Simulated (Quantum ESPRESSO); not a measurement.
Computed results, one entry a study.

## Fixed-spin-moment curve of MnS

The structure is cubic, space group Fm-3m (No. 225). Conventional cell: a = 5.209 Å, b = 5.209 Å, c = 5.209 Å, α = 90.00°, β = 90.00°, γ = 90.00°. Mn has 6 S at 2.60 Å nearest. Nearest to S lie 6 Mn at 2.60 Å. Farther neighbours and most contacts between anions are not listed.

```xyz
2
Lattice="0.0000 2.6045 2.6045 2.6045 0.0000 2.6045 2.6045 2.6045 0.0000" Properties=species:S:1:pos:R:3 pbc="T T T"
Mn    0.0000    0.0000    0.0000
S     2.6045    2.6045    2.6045
```

```
method                                              : PBEsol; plane waves with GBRV 1.5 PBEsol potentials, no spin-orbit coupling (and 1 further level or step)
program                                             : Quantum ESPRESSO 7.5
settings of one run                                 : GBRV 1.5 PBEsol, potential files Mn: mn_pbesol_v1.5.uspp.F.UPF, S: s_pbesol_v1.4.uspp.F.UPF, cutoff 544.23 eV, 8×8×8 k-mesh, 19 bands, fermi-dirac occupations, smearing width 0.1 eV, collinear spin, SCF threshold 4.00e-9, starting moments 4.5 0 μB
cost                                                : 9 runs, 2 min in all on 2 MPI ranks of Intel Xeon 6975P-C (Granite Rapids), shared host (the runs of this entry)
notes                                               : The database entry behind the starting cell differs from later determinations by our own check (an axis about 0.2 % short against later determinations). The run is spin-polarised, with a total moment of 4.67 μB a cell (absolute 4.67). The cell holds one seeded atom, so opposed orders, which may lie lower, cannot form in it. No Hubbard term acts here. In such compounds local and semilocal functionals without one often delocalise the d electrons, and can shrink or lose moments and miss the size, sign and order of the couplings.
moment of the free run                              : 4.67 μB a cell
energy at zero total moment                         : 2061 meV a cell over the lowest
ΔE/ΔM² from the lowest point to 5.26 and to 4.21 μB : 1691 and 401 meV/μB²
```

At zero total moment the site moments vanish, so the 2061 meV a cell is the energy of forming them. The points show one minimum alone.

[Logs and program files are shortened in this print: banners, set-up blocks, solver, clock and traceback lines can be left out without a mark of their own.]

[Logs are printed without paths, hosts, clocks, repeated set-up lines and the standing remarks that a program may print on its own settings, such as how far it seeks lower states.]

[Hosts, paths, dates, database ids (printed as entryN), source tags and the programs' standing remarks are cut or masked in the printed files.]

[Where a cell is said to come from a database of computed structures, the database is the Materials Project.]
